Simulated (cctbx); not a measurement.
# Lattice, Laue class and space group of a new crystal

Cell: a = 6.7240 Å, b = 15.2940 Å, c = 3.4200 Å, α = 90.00°, β = 90.00°, γ = 90.00°. Expected content of the cell: Ti18 S4.

Simulated single-crystal data (cctbx): Ag Kα, λ = 0.56087 Å, to d = 0.8 Å, 50 % of the full sphere, strongest reflection 20000 counts, noise from counting, a 4 % proportional error and a noise floor of 8 counts (s.d.); no absorption.

Tests on the unmerged data give:

```text
1462 reflections to d = 0.801 A
centring   violations  <I/sigma> of those
    A        506 of   730      9.7
    B        506 of   741      9.6
    C        452 of   709      8.5
    I        527 of   758      9.5
    R        649 of   975      9.3
    F        732 of  1090      9.3
Laue class    unique    Rint  (classes that these axes allow; Friedel mates merged)
P -1             1084   0.032
P 1 2/m 1         696   0.040
P 1 1 2/m         749   0.037
P 2/m 1 1         714   0.039
P m m m           457   0.042
space group    extra absences  I>4sigma  <I/sigma>
P 2 2 2                 0          0         -  acentric
P 2 2 21                2          0       1.6  acentric
P 21 2 2                5          0       0.0  acentric
P 2 21 2               10          0      -0.3  acentric
P 21 21 2              15          0      -0.2  acentric
P 2 21 21              12          0       0.0  acentric
P 21 2 21               7          0       0.5  acentric
P 21 21 21             17          0       0.0  acentric
P m m 2                 0          0         -  acentric
P 2 m m                 0          0         -  acentric
P m 2 m                 0          0         -  acentric
P 21 a m               35          0      -0.0  acentric
P b 21 m               64          0      -0.0  acentric
P m a 2                35          0      -0.0  acentric
P b m 2                64          0      -0.0  acentric
P b a 2                99          0      -0.0  acentric
P m m m                 0          0         -  centric
P b m m                64          0      -0.0  centric
P m a m                35          0      -0.0  centric
P b a m                99          0      -0.0  centric
Wilson B = 0.75 A^2   <|E^2-1|> = 0.936 (0.968 centric, 0.736 acentric)   E^2>4: 4.5 %
shell (A)         n   <I/sigma>
15.30 - 1.60     73     12.8
 1.60 - 1.27     60     15.5
 1.27 - 1.11     57     17.5
 1.11 - 1.01     60     16.4
 1.01 - 0.94     49     13.4
 0.94 - 0.88     52     16.5
 0.88 - 0.84     49     15.6
 0.84 - 0.80     57     11.9
```

**Question.** What are the lattice type, the Laue class and the likely space group?

Every centring test has many violations, so the lattice is primitive.

Rint stays low (0.032 to 0.042) up to P m m m, the highest class in these axes.

20 settings pass the absence test. The most absences obeyed, 99, belong to P b a 2 and P b a m, which absences can't tell apart.

⟨|E²−1|⟩ = 0.936 leans to a centrosymmetric structure. The Wilson B of 0.75 Å² means U ≈ 0.0095 Å².

The true group is Pbam (no. 55), Laue class mmm, centrosymmetric. The tables only narrow the choice to the tied entries; cell content, site symmetry and trial solutions must settle it.

The model is made up (kin elements in a known structure type, no relaxation), so it says nothing on whether the phase exists.

[Logs are printed without paths, hosts, clocks, repeated set-up lines and the standing remarks that a program may print on its own settings, such as how far it seeks lower states.]
